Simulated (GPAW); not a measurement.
## BaTiO3 (P4mm): refractive index against wavelength

The refractive index of BaTiO3 (P4mm) along x below the direct gap (2.09 eV on the mesh) is read from one computed spectrum, n = √(Re ε). x, y and z are the Cartesian axes of the input cell.

Symmetry: P4mm, No. 99, tetragonal system. Conventional cell: a = 4.000 Å, b = 4.000 Å, c = 4.018 Å, α = 90.00°, β = 90.00°, γ = 90.00°. Ba on site a has 12 O at 2.79 to 2.88 Å as nearest neighbours. Ti on site b has 6 O at 1.89 to 2.13 Å as nearest neighbours. O on site c is surrounded by 2 Ti at 2.00 Å. O on site b has 2 Ti at 1.89 to 2.13 Å as nearest neighbours.

Method: GPAW 26.7.0, PBE, RPA, k-mesh 8×8×8, local fields up to 60 eV, Lorentzian half width 0.15 eV.

Launch of the response step: `OMP_NUM_THREADS=1 python df.py`. The run took 1.9 min, its band step included, on 1 thread of Arm Neoverse V2, on a shared host.

```
wavelength (nm)  photon energy E (eV)       n
           3000                 0.413  2.4369
           2000                 0.620  2.4465
           1550                 0.800  2.4585
           1310                 0.946  2.4709
           1064                 1.165  2.4949
            850                 1.459       ?
```

In the single-oscillator model n² − 1 = E₀E_d/(E₀² − E²), so 1/(n² − 1) = E₀/E_d − E²/(E₀E_d) is linear in E².

Working, on the rows shown:

| x = E² (eV²) | y = 1/(n² − 1) |
| --- | --- |
| 0.170801 | 0.202491 |
| 0.384302 | 0.200587 |
| 0.639837 | 0.198247 |
| 0.895757 | 0.195873 |
| 1.35784 | 0.191405 |

Means: x̄ = 0.68971, ȳ = 0.19772. Σ(x − x̄)(y − ȳ) = -0.007978, Σ(x − x̄)² = 0.8539. Slope = -0.007978 / 0.8539 = -0.009343; intercept = ȳ − slope · x̄ = 0.20416. Turned back into n, the line misses the rows shown by at most 0.00041.

Fill in the last column of the withheld row.

At x = 2.1276 the line gives y = 0.18429, that is 2.5350. The run gave 2.5398, so the extrapolation is off by 0.0048, 5 % of the range in the table.

Refitted with all rows, the slope is -0.009724 and the intercept 0.20438. These give E₀ = √(intercept/−slope) = 4.58 eV and E_d = E₀/intercept = 22.4 eV; E₀ is 2.2 times the direct gap. The electronic limit at long wavelengths, without lattice vibrations, is n = √(1 + 1/intercept) = 2.428. The cell comes from an older database entry, whose edges can be off by a per cent or so. Excitons are left out; PBE gaps are as a rule too small. The values come from a sum over the points of one k-mesh and carry its error, which grows as the direct gap shrinks. This version of GPAW has incomplete matrix elements in the optical limit, which can lower ε − 1 by up to a tenth where first-row anions or d states rule. Spin-orbit coupling is left out.

[Logs are printed without paths, hosts, clocks, repeated set-up lines and the standing remarks that a program may print on its own settings, such as how far it seeks lower states.]
